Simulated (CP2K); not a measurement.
Methyl isocyanate has these distinct C atoms: C1 (bonded to N and 3 H) and C3 (bonded to N and O).

```xyz
7

C    -0.9124    0.0374    0.0175
N     0.4614    0.4809    0.0840
C     1.5711    0.0086   -0.0170
O     2.7121   -0.3162   -0.0931
H    -1.1213   -0.4650   -0.9374
H    -1.5702    0.9086    0.1048
H    -1.1407   -0.6542    0.8411
```

Their partial C K spectra (CP2K XAS_TDP, all-electron GAPW, PBEh(45%), aug-cc-pVDZ, TDA, GW2X-corrected core level, no relativity) are given in random order, each times the number of alike atoms.

Gaussian full width 0.5 eV, oscillator strength per eV, alike atoms added, rows of zeros left out:

```csv
E (eV),curve 1,curve 2
290.50,0.000,0.001
290.75,0.000,0.019
291.00,0.005,0.096
291.25,0.021,0.126
291.50,0.043,0.042
291.75,0.063,0.011
292.00,0.051,0.062
292.25,0.064,0.137
292.50,0.067,0.077
292.75,0.034,0.011
293.00,0.013,0.000
293.25,0.004,0.000
293.50,0.001,0.000
293.75,0.002,0.000
294.00,0.006,0.001
294.25,0.010,0.003
294.50,0.008,0.004
294.75,0.018,0.001
295.00,0.042,0.000
295.25,0.052,0.000
295.50,0.052,0.001
295.75,0.028,0.002
296.00,0.015,0.004
296.25,0.010,0.005
296.50,0.002,0.002
296.75,0.001,0.001
297.00,0.002,0.002
297.25,0.001,0.003
297.50,0.000,0.001
298.00,0.001,0.001
298.25,0.004,0.002
298.50,0.008,0.004
298.75,0.013,0.002
299.00,0.015,0.001
299.25,0.010,0.001
299.50,0.009,0.001
299.75,0.005,0.003
300.00,0.003,0.004
300.25,0.011,0.003
300.50,0.024,0.001
300.75,0.026,0.002
301.00,0.010,0.008
301.25,0.007,0.015
301.50,0.013,0.013
301.75,0.007,0.008
302.00,0.001,0.004
302.25,0.001,0.001
302.50,0.004,0.001
```

Q: Which curve belongs to which atom?

Curve 1: C1 (bonded to N and 3 H), leading line at 291.76 eV (f = 0.031 an atom), ionisation energy 294.17 eV, term value 2.41 eV. Curve 2: C3 (bonded to N and O), leading line at 291.18 eV (f = 0.072 an atom), ionisation energy 296.92 eV, term value 5.74 eV. The leading line of an atom is its first one with 35 % of the strongest within 2.5 eV of its lowest line over the strength cut. A line lies at the core ionisation energy, which rises as an atom loses charge to its neighbours or to a π system, less the term value, which is large for a low π* or σ* orbital with weight on that atom.

[Banner, clock and machine lines of the logs are left out without a mark of their own.]

[Logs are printed without paths, hosts, clocks, repeated set-up lines and the standing remarks that a program may print on its own settings, such as how far it seeks lower states.]

[Hosts, paths, dates, database ids (printed as entryN), source tags and the programs' standing remarks are cut or masked in the printed files.]
